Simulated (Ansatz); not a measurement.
**SnO2 (Pnnm): how G0W0 depends on its starting point**

Aim: G0W0 for SnO2 (Pnnm) on several starting functionals, at one mesh, band count and screening cutoff.

Calculated with Ansatz 0.2.0; G0W0 on several functionals, plane waves, PAW.

In doubt: masses and optical values from hybrid runs of this build are listed as unsure (step 4), which bears on the screening that GW takes from such a start.

### Step 1. Set-up

Symmetry: Pnnm, No. 58, orthorhombic system. Conventional cell: a = 4.788 Å, b = 4.867 Å, c = 3.241 Å, α = 90.00°, β = 90.00°, γ = 90.00°. Sn has 6 O at 2.09 to 2.10 Å nearest. Nearest to O lie 3 Sn at 2.09 to 2.10 Å. Farther neighbours and most contacts between anions are not listed.

The cell and positions are those that the Materials Project relaxed with its own functionals (PBE, PBE+U or r2SCAN), kept fixed. This is not the form that SnO2 usually takes at ambient conditions.

### Step 2. G0W0 on LDA

Now the one-shot GW correction: screening in the RPA, then the self-energy of the levels asked for. This step takes PAW set soft_1 files.

This step: G0W0 on LDA, plane waves, PAW; PAW set soft_1.

The input, input.yaml:

```yaml
crystal:
  lattice:
    - [4.788004, 0.0, 0.0]
    - [0.0, 4.866582, 0.0]
    - [0.0, 0.0, 3.240898]
  atoms:
    - { symbol: Sn, position: [0.5, 0.5, 0.5] }
    - { symbol: Sn, position: [0.0, 0.0, 0.0] }
    - { symbol: O, position: [0.291855, 0.321042, 0.0] }
    - { symbol: O, position: [0.791855, 0.178958, 0.5] }
    - { symbol: O, position: [0.208145, 0.821042, 0.5] }
    - { symbol: O, position: [0.708145, 0.678958, 0.0] }
kpoints:
  mp_grid: { grid: [4, 4, 4] }
hamiltonian:
  xc: lda
  pseudopotentials: { kind: paw, azcp: { folder: soft_1 }, xc_functional: pbe }
scf:
  occupations: { method: fixed }
gw:
  n_empty_bands: 171
  ecut_chi: 100
  qp_bands: [v2, c2]
  qp_kpoints: band_edges
  screening: { model: contour_deformation }
```

Launch:

```console
ansatz run input.yaml --threads 2 --pin off --max-ram 92160MiB --backend cuda --events-out ev --progress --plain --runs-dir out --devices 1 --max-vram 13GiB
```

Numbers of over 12 decimals in the logs are rounded to 6 here.

What it wrote:

```text
GPUs: using 1 of 1 available (devices: 1).
Engine: ansatz 0.2.0, x86_64-unknown-linux-gnu
Pseudopotentials: kind: paw
Pseudopotential: Sn, paw, valence charge 14, recommended cutoff 420 eV (normal), soft_1/Sn.paw.azcp
Pseudopotential: O, paw, valence charge 6, recommended cutoff 420 eV (normal), soft_1/O.paw.azcp
Functional definition: SPW92
  exchange = slater_x
  correlation = pw_c
device memory: the entry about to start is reckoned to put 1.0 GiB on a device that reports 48.4 GiB free (of which the cap on the GPU budget leaves the run 13.0 GiB)
GPU FFT provider: cuFFT
GPU libraries: cuBLAS 13.8.2, cuFFT 12.4.0, cuSOLVER 12.3.4
Crystal: 6 atoms, lattice volume = 75.517 Å³
Basis set: ecut = 420 eV, 1479 PW (Γ)
Bands: 32, of which v1, the nominal top of the filled ones, is band 26 counted from 1 (25 counted from 0)
Symmetry: 8 space group operations
Space group: Pnnm (ITA 58), of the structure as read, at distance tolerance 4.2e-5 Å
k-points: 27 of 64
Non-local potential: Sn, projectors of the file, l = 0: 2, l = 1: 2, l = 2: 2, l = 3: 1
Non-local potential: O, projectors of the file, l = 0: 2, l = 1: 2, l = 2: 1
PAW form: soft (Blöchl's): semilocal exchange-correlation on the pseudo side does not see the compensation charge
PAW frozen core: Sn, regenerated for the run's functional, and the local potential with it (the file was generated under x = pbe(κ = 0.804, μ = 0.219515), c = pbe(β = 0.066725))
PAW frozen core: O, regenerated for the run's functional, and the local potential with it (the file was generated under x = pbe(κ = 0.804, μ = 0.219515), c = pbe(β = 0.066725))
PAW one-centre angular grid: Sn, 590 points (default); XC on 64 Gauss nodes
PAW one-centre angular grid: O, 110 points (default); XC on 64 Gauss nodes
Initial density: superposition of atomic densities (chi_scale 0.1, normalization cell, long waves kept (reshape's long-wave potential 0.00 eV rms))
Initial wavefunctions: pseudopotential atomic-orbital guess
GPU buffer pool allocated for 31104 grid points (all kernels)
GPU transforms: local potential and band sums: pruned to the plane-wave sphere, on 36×36×24
Functional: x = slater, c = lda
SCF iter   1: F=—  HF=-13980.935276 eV  |F-HF|=—  |Δ(HF+E_count)|=         —  Δρ=6.33e-2  dr2=2.15e0  ethr=3.10e-3  ⟨swp⟩=4.0  Hψ=3345  notcnv=0  defer=106
preconditioner: auto → Resta (q_TF=auto, 2.564 Å⁻¹)  ε∞=3.5  [insulator: Δε(μ)=1.030 eV  Ē_g=19.400 eV  n_scr=18 (ndim 8)  ℏωp=30.8 eV  f_vac=0.000  ε∞_Penn≈3.5]
SCF iter   2: F=—  HF=-13980.461484 eV  |F-HF|=—  |Δ(HF+E_count)|=   4.74e-1  Δρ=3.27e-2  dr2=4.12e-1  ethr=3.10e-3  ⟨swp⟩=2.9  Hψ=1794  notcnv=0  defer=108
SCF iter   3: F=—  HF=-13980.362559 eV  |F-HF|=—  |Δ(HF+E_count)|=   9.89e-2  Δρ=9.58e-3  dr2=6.90e-2  ethr=7.93e-4  ⟨swp⟩=3.0  Hψ=1539  notcnv=0  defer=108
SCF iter   4: F=—  HF=-13980.346016 eV  |F-HF|=—  |Δ(HF+E_count)|=   1.65e-2  Δρ=1.91e-3  dr2=1.84e-3  ethr=1.33e-4  ⟨swp⟩=2.0  Hψ=1163  notcnv=0  defer=108
SCF iter   5: F=—  HF=-13980.346421 eV  |F-HF|=—  |Δ(HF+E_count)|=   4.05e-4  Δρ=5.58e-4  dr2=1.67e-4  ethr=3.53e-6  ⟨swp⟩=2.9  Hψ=1249  notcnv=0  defer=108
SCF iter   6: F=—  HF=-13980.346462 eV  |F-HF|=—  |Δ(HF+E_count)|=   4.04e-5  Δρ=6.99e-5  dr2=2.82e-6  ethr=3.21e-7  ⟨swp⟩=2.1  Hψ=1238  notcnv=0  defer=97
SCF iter   7: F=-13980.346462 eV  HF=-13980.346462 eV  |F-HF|=2.17e-8  |Δ(HF+E_count)|=   4.49e-7  Δρ=9.16e-6  dr2=7.11e-8  ethr=1.92e-10  ⟨swp⟩=8.4  Hψ=3978  notcnv=0
SCF 1 converged in 7 iterations: F = -13980.346462 eV  dr2 = 7.11e-8
  greatest PAW one-centre occupation: 0.997 electrons in one spin orbital (limit 2), on the Sn atom at site 1 (counted from 0), in its partial waves of l = 2
device memory: the entry about to start is reckoned to put 1.1 GiB (of the 1.1 GiB reckoned in all, the device holds 0.1 GiB already) on a device that reports 48.1 GiB free (of which the cap on the GPU budget leaves the run 12.9 GiB)
NSCF: frozen V_eff on 27 k-points, pencils in batches of 32, up to order 128
the band table was solved once the SCF had ended and its energy, with any forces and stress, was formed, with the checks that follow a solve (3540 applications of the Hamiltonian). They found nothing against the state; the energy, forces and stress were not computed again (output.eigenvalues in the input reference)
device memory: the entry about to start is reckoned to put 2.7 GiB on a device that reports 45.2 GiB free (of which the cap on the GPU budget leaves the run 13.0 GiB)
NSCF: frozen V_eff on 27 k-points
G₀W₀ screening: q 1/27
[... further progress lines ...]
SCF converged after 7 iterations
Free energy (F): -13980.346462 eV
Harris-Foulkes:  -13980.346462 eV  (|F-HF|=2.17e-8)
Internal energy: -13980.346462 eV  (E = F + TS)
E sigma→0 (E₀):  -13980.346462 eV
Fermi energy:    8.287181 eV
--- Per-component energies (eV) ---
  E_band       = -169.680386
  E_kinetic    = 1009.174744
  E_local      = -3266.999028  (includes V_loc(G=0)·N_el)
  E_nonlocal   = 516.673117
  E_hartree    = 1465.635023
  E_xc         = -527.850065
  E_vxc        = -520.356380  (∫ρ·V_xc dr)
  E_paw        = -9065.758529  (= ΣΔE_a)
  E_vpaw       = -839.442503  (= ΣTr[D̂ρ^β])
  E_aug_tail   = 0.003884  (compensation charges beyond the density's cutoff)
  E_ewald      = -4112.463075
  E_core_change = 1.237468  (= ΣΔE_core)
[...]
eigenvalues of the whole cell's RPA ε∞ on this k-mesh (on a slab, of 1 + 4πα/V) = 5.4436, 5.9033, 5.9363; static W/v taken at q = 0 is 0.175798
  bands read: the sum over 197 bands ends inside a degenerate multiplet in 18 slots, whose members it reads at an even weight; the widest, k=2: bands 197 to 198 (counted from 1) at 1/2 each
  gw.qp_kpoints: band_edges: 15 of 27 stored k-points solved, in 1 pass; an edge of the gap read off the rows below is read off those points alone
    valence top: of the k-points left out ik 19 came nearest to being solved in a further pass, in band 26 (counted from 1, as in the quasiparticle table): it holds the edge there only if its correction is more favourable than any solved in that band by at least 0.527 eV; those differ by 0.199 eV
    conduction bottom: of the k-points left out ik 21 came nearest to being solved in a further pass, in band 27 (counted from 1, as in the quasiparticle table): it holds the edge there only if its correction is more favourable than any solved in that band by at least 3.273 eV; those differ by 0.746 eV
  `?` marks the rows in doubt; gw_qp.tsv's column doubts and the gw_qp event give each row's grounds
    ik  band        ε_KS         Σx   Σc(E_QP)       V_xc       Z   E_QP_lin       E_QP  E_QP is
     0    25      7.6681   -26.1364     5.0264   -20.7783  0.7206     7.3320     7.3364  root
     0    26      8.2872   -26.1140     4.8616   -20.9164  0.7285     7.9469     7.9511  root
     0    27      8.9715   -15.6815    -2.5934   -19.1286  0.7927     9.8469     9.8252  root
     0    28     13.8104   -12.5264    -4.7603   -18.6382  0.7572    15.2241    15.1619  root ?
     1    25      7.6305   -26.3476     5.1648   -20.8098  0.7187     7.2514     7.2575  root
     1    26      7.9049   -26.3026     5.4980   -20.3511  0.7152     7.4409     7.4515  root
     1    27     11.4987   -16.0972    -3.4155   -20.7382  0.7761    12.7915    12.7243  root
     1    28     14.4857   -14.2216    -4.9025   -20.7562  0.7509    16.1507    16.1178  root ?
     2    25      7.2453   -26.0477     5.5976   -19.9593  0.7054     6.7336     6.7545  root
     2    26      7.2453   -26.0477     5.5976   -19.9593  0.7054     6.7336     6.7545  root
     2    27     13.7399   -14.9277    -4.5521   -21.0754  0.7586    15.3782    15.3355  root ?
     2    28     13.7399   -14.9277    -4.5521   -21.0754  0.7586    15.3782    15.3355  root ?
     3    25      7.6918   -26.2327     5.0678   -20.8221  0.7201     7.3441     7.3491  root
     3    26      7.9845   -26.2239     5.3278   -20.4716  0.7184     7.5516     7.5600  root
     3    27     10.3179   -16.2701    -2.7771   -20.0583  0.7834    11.3667    11.3290  root
     3    28     13.4004   -13.4795    -4.4648   -19.2661  0.7663    14.7975    14.7223  root ?
     4    25      7.5722   -26.2573     5.1996   -20.6684  0.7169     7.1756     7.1829  root
     4    26      7.8718   -26.4350     5.3455   -20.6715  0.7180     7.4454     7.4538  root
     4    27     11.9534   -15.6246    -3.7094   -20.6052  0.7729    13.2952    13.2247  root ?
     4    28     14.2147   -14.6628    -4.7756   -21.0349  0.7454    15.8396    15.8112  root ?
     6    25      7.7311   -26.2616     5.1622   -20.7209  0.7186     7.3455     7.3527  root
     6    26      7.7311   -26.2616     5.1622   -20.7209  0.7186     7.3455     7.3527  root
     6    27     12.1652   -15.2445    -3.7590   -20.2460  0.7738    13.4761    13.4077  root
     6    28     12.1652   -15.2445    -3.7590   -20.2460  0.7738    13.4761    13.4077  root
     8    25      7.6739   -26.7436     4.6932   -21.7587  0.7307     7.3792     7.3822  root
     8    26      7.6739   -26.7436     4.6932   -21.7587  0.7307     7.3792     7.3822  root
     8    27     13.9390   -14.9890    -4.5882   -21.1768  0.7557    15.5788    15.5387  root ?
     8    28     13.9390   -14.9890    -4.5882   -21.1768  0.7557    15.5788    15.5387  root ?
     9    25      7.7063   -26.2040     5.1263   -20.7209  0.7189     7.3435     7.3495  root
     9    26      8.1790   -26.6184     5.3878   -20.8207  0.7204     7.7616     7.7690  root
     9    27     10.2310   -16.1748    -2.8030   -19.9881  0.7836    11.2783    11.2413  root
     9    28     13.2907   -13.3327    -4.4359   -19.0698  0.7704    14.6703    14.5917  root ?
    10    25      7.5196   -26.1649     5.3364   -20.4074  0.7135     7.0874     7.0984  root
    10    26      7.9119   -26.4047     5.4769   -20.4855  0.7162     7.4602     7.4696  root
    10    27     11.9506   -15.6652    -3.7024   -20.6385  0.7694    13.2894    13.2215  root ?
    10    28     14.1753   -14.6292    -4.7482   -20.9623  0.7517    15.8039    15.7602  root ?
[...]
12    28     13.0800   -13.6353    -4.3988   -19.3428  0.7771    14.4812    14.3887  root ?
[...]
13    27     12.2169   -15.3225    -3.8846   -20.5042  0.7727    13.5938    13.5141  root ?
    13    28     13.7632   -14.5191    -4.6203   -20.6428  0.7643    15.3496    15.2665  root ?
[...]
16    27     12.9431   -14.8300    -4.2628   -20.4830  0.7696    14.4204    14.3333  root ?
    16    28     12.9431   -14.8300    -4.2628   -20.4830  0.7696    14.4204    14.3333  root ?
    18    25      7.8539   -26.2904     5.2566   -20.6329  0.7173     7.4500     7.4529  root
    18    26      7.8539   -26.2904     5.2566   -20.6329  0.7173     7.4500     7.4529  root
    18    27     12.0051   -15.1008    -3.7520   -20.0783  0.7747    13.2984    13.2306  root
    18    28     12.0051   -15.1008    -3.7520   -20.0783  0.7747    13.2984    13.2306  root
    22    25      7.7365   -26.3913     5.4134   -20.5464  0.7155     7.2947     7.3049  root
    22    26      7.7365   -26.3913     5.4134   -20.5464  0.7155     7.2947     7.3049  root
    22    27     12.9243   -14.8364    -4.2577   -20.4791  0.7862    14.4317    14.3093  root ?
    22    28     12.9243   -14.8364    -4.2577   -20.4791  0.7862    14.4317    14.3093  root ?
    26    25      7.6338   -26.4217     5.6113   -20.3357  0.7126     7.1478     7.1591  root
    26    26      7.6338   -26.4217     5.6113   -20.3357  0.7126     7.1478     7.1591  root
    26    27     12.5276   -13.6050    -4.2134   -19.1494  0.7845    13.9435    13.8585  root ?
    26    28     12.5276   -13.6050    -4.2134   -19.1494  0.7845    13.9435    13.8585  root ?
```

The job ended after 21 s (1 × NVIDIA H100 80GB HBM3 (shared by 6 runs) with 2 threads of AMD EPYC 7R13 (Zen 3), shared host; peak memory 1.3 GiB; 28 s of CPU time).

In the SCF lines HF is the Harris–Foulkes energy and dr2 the Hartree energy of the density residual, in eV; the loop may stop once dr2 is under the threshold and the program's other checks hold. Hψ counts applications of the Hamiltonian.

Numbers from this step:

- bands summed: 197
- RPA ε∞ on this mesh (eigenvalues): 5.444, 5.903, 5.936
- plane waves in the screening matrix: 177
- q-points in the mesh: 64
- G0W0 gap on the mesh: 1.874 eV
- k of the valence top: 0, 0, 0
- k of the conduction bottom: 0, 0, 0
- starting gap on the mesh: 0.6843 eV
- Z at the valence top: 0.7285
- Z at the conduction bottom: 0.7927
- least direct G0W0 gap on the computed points: 1.874 eV

The gap on the mesh goes from 0.68 eV to 1.87 eV, a correction of +1.19 eV. Between the two edge states, bare exchange in place of the xc potential would open the gap by 8.64 eV, and correlation takes back 7.46 eV.

### Step 3. G0W0 on r2SCAN

One-shot GW remembers its start. Another functional's orbitals and levels show by how much.

This step: G0W0 on r2SCAN, plane waves, PAW; PAW set soft_1.

Changes to input.yaml since step 2:

```diff
@@ -15,4 +15,4 @@
 hamiltonian:
-  xc: lda
-  pseudopotentials: { kind: paw, azcp: { folder: soft_1 }, xc_functional: pbe }
+  xc: r2scan
+  pseudopotentials: { kind: paw, azcp: { folder: soft_1 } }
 scf:
```

What it wrote:

```text
GPUs: using 1 of 1 available (devices: 1).
[...]
GPU FFT provider: cuFFT
GPU libraries: cuBLAS 13.8.2, cuFFT 12.4.0, cuSOLVER 12.3.4
Crystal: 6 atoms, lattice volume = 75.517 Å³
Basis set: ecut = 500 eV, 1931 PW (Γ), exchange–correlation on 144×144×96 points (64 copies of the dense FFT grid, shifted against one another)
Bands: 32, of which v1, the nominal top of the filled ones, is band 26 counted from 1 (25 counted from 0)
Symmetry: 8 space group operations
[...]
k-points: 27 of 64
[...]
GPU buffer pool allocated for 31104 grid points (all kernels)
[...]
SCF iter   1: F=—  HF=-14352.615537 eV  |F-HF|=—  |Δ(HF+E_count)|=         —  Δρ=7.83e-2  dr2=3.64e0  dr2_τ=4.46e-1  ethr=3.10e-3  ⟨swp⟩=4.0  Hψ=3673  notcnv=0  defer=107
[...]
SCF iter   7: F=-14352.457259 eV  HF=-14352.457259 eV  |F-HF|=2.95e-8  |Δ(HF+E_count)|=   5.51e-7  Δρ=1.02e-5  dr2=6.70e-8  dr2_τ=3.90e-9  ethr=1.92e-10  ⟨swp⟩=8.6  Hψ=4264  notcnv=0
SCF 1 converged in 7 iterations: F = -14352.457259 eV  dr2 = 6.70e-8
[...]
NSCF: frozen V_eff on 27 k-points, pencils in batches of 32, up to order 128
[...]
NSCF: frozen V_eff on 27 k-points
G₀W₀ screening: q 1/27
[... further progress lines ...]
SCF converged after 7 iterations
Free energy (F): -14352.457259 eV
[...]
Internal energy: -14352.457259 eV  (E = F + TS)
E sigma→0 (E₀):  -14352.457259 eV
Fermi energy:    8.257569 eV
[...]
--- Band table (eV; the first three rows and the last of 27) ---
  k-point 0: bands = [... 22 lower, 7.1528, 7.6194, 7.6281, 8.2576, 9.6685, 14.7184, 15.0899, 15.2489, ... 2 higher]
  k-point 1: bands = [... 22 lower, 5.8468, 7.5108, 7.5871, 7.8425, 12.2309, 15.4498, 17.1601, 17.2764, ... 2 higher]
  k-point 2: bands = [... 22 lower, 6.7764, 6.7764, 7.1773, 7.1773, 14.6736, 14.6736, 18.5196, 18.5196, ... 2 higher]
  k-point 26: bands = [... 22 lower, 7.4037, 7.4037, 7.5531, 7.5531, 13.4384, 13.4384, 17.7175, 17.7175, ... 2 higher]
[...]
0    25      7.6281   -26.2987     4.8494   -21.1936  0.7545     7.3713     7.3724  root
     0    26      8.2576   -26.8257     5.0796   -21.4476  0.7558     7.9574     7.9590  root
     0    27      9.6685   -14.0855    -3.1529   -17.8951  0.8272    10.3294    10.3251  root
     0    28     14.7184   -12.0166    -4.4303   -17.4591  0.8024    15.7513    15.7305  root
     1    25      7.5871   -26.4779     4.9439   -21.2345  0.7537     7.2859     7.2876  root
     1    26      7.8425   -26.4266     5.2423   -20.8107  0.7510     7.4661     7.4689  root
     1    27     12.2309   -15.3580    -3.3663   -19.7753  0.8066    13.2979    13.2820  root
     1    28     15.4498   -13.7490    -4.6286   -19.6437  0.7837    16.7564    16.7159  root
[...]
26    25      7.5531   -26.5035     5.3318   -20.7799  0.7481     7.1583     7.1614  root
    26    26      7.5531   -26.5035     5.3318   -20.7799  0.7481     7.1583     7.1614  root
    26    27     13.4384   -13.0615    -4.0227   -18.0793  0.8140    14.4490    14.4336  root
    26    28     13.4384   -13.0615    -4.0227   -18.0793  0.8140    14.4490    14.4336  root
```

Elapsed: 27 s, on 1 × NVIDIA H100 80GB HBM3 (shared by 6 runs) with 2 threads; peak memory 1.4 GiB; 37 s of CPU time.

This step gave:

```yaml
bands_summed: 197
rpa_eps_infinity_on_this_mesh_eigenvalues: 4.234, 4.265, 4.526
plane_waves_in_the_screening_matrix: 177
q_points_in_the_mesh: 64
g0w0_gap_on_the_mesh: 2.366 eV
k_of_the_valence_top: 0, 0, 0
k_of_the_conduction_bottom: 0, 0, 0
starting_gap_on_the_mesh: 1.411 eV
z_at_the_valence_top: 0.7558
z_at_the_conduction_bottom: 0.8272
least_direct_g0w0_gap_on_the_computed_points: 2.366 eV
```

Against the run with 4×4×4 mesh, 171 empty bands, screening to 100 eV, PAW set soft_1 files on LDA, the gap moves by +0.49 eV, while the start moved by +0.73 eV.

### Step 4. G0W0 on HSE06

This step: G0W0 on HSE06, plane waves, PAW; PAW set soft_1.

Changes to input.yaml since step 3:

```diff
@@ -15,3 +15,3 @@
 hamiltonian:
-  xc: r2scan
+  xc: hse06
   pseudopotentials: { kind: paw, azcp: { folder: soft_1 } }
```

What it wrote:

```text
GPUs: using 1 of 1 available (devices: 1).
[...]
davidson cushion auto → on  (no smearing: the cushion is to keep the highest requested band from converging to the state above it; pin scf.eigensolver.cushion to override)
[...]
GPU FFT provider: cuFFT
GPU libraries: cuBLAS 13.8.2, cuFFT 12.4.0, cuSOLVER 12.3.4
Crystal: 6 atoms, lattice volume = 75.517 Å³
Basis set: ecut = 420 eV, 1479 PW (Γ)
[...]
1    27     12.4727   -15.0397    -3.3197   -19.3031  0.8286    13.4233    13.4164  root
     1    28     15.9225   -13.4675    -4.3832   -18.8828  0.8102    16.9679    16.9545  root
[...]
26    25      6.6239   -26.5410     4.9895   -21.6685  0.7747     6.7408     6.7410  root
    26    26      6.6239   -26.5410     4.9895   -21.6685  0.7747     6.7408     6.7410  root
    26    27     13.7037   -12.7587    -3.8868   -17.5232  0.8356    14.5876    14.5814  root
    26    28     13.7037   -12.7587    -3.8868   -17.5232  0.8356    14.5876    14.5814  root
[key lines of the parts left out:]
Free energy (F): -14325.568621 eV
Fermi energy:    7.375079 eV
```

The job ended after 79 s (1 × NVIDIA H100 80GB HBM3 (shared by 6 runs) with 2 threads; peak memory 1.8 GiB; 79 s of CPU time).

Numbers from this step:

| Quantity | Value |
| --- | --- |
| bands summed | 197 |
| RPA ε∞ on this mesh (eigenvalues) | 3.566, 3.597, 3.961 |
| plane waves in the screening matrix | 177 |
| G0W0 gap on the mesh | 2.895 eV |
| k of the valence top | 0, 0, 0 |
| k of the conduction bottom | 0, 0, 0 |
| starting gap on the mesh | 2.426 eV |
| least direct G0W0 gap on the computed points | 2.895 eV |

Against the run with 4×4×4 mesh, 171 empty bands, screening to 100 eV, PAW set soft_1 files on r2SCAN, the gap moves by +0.53 eV, while the start moved by +1.02 eV.

(Continued in part 2 of 2.)

[Paths, hosts, dates, memory and timing lines, banners, echoed tables and standing remarks are left out of the program output.]

[Logs are printed without paths, hosts, clocks, repeated set-up lines and the standing remarks that a program may print on its own settings, such as how far it seeks lower states.]

[Runs of the session that timed out or met a known fault of the program may be left out.]

[Cells called generated may have been cut or substituted from an entry of the Crystallography Open Database or the Materials Project.]

[Hosts, paths, dates, database ids (printed as entryN), source tags and the programs' standing remarks are cut or masked in the printed files.]
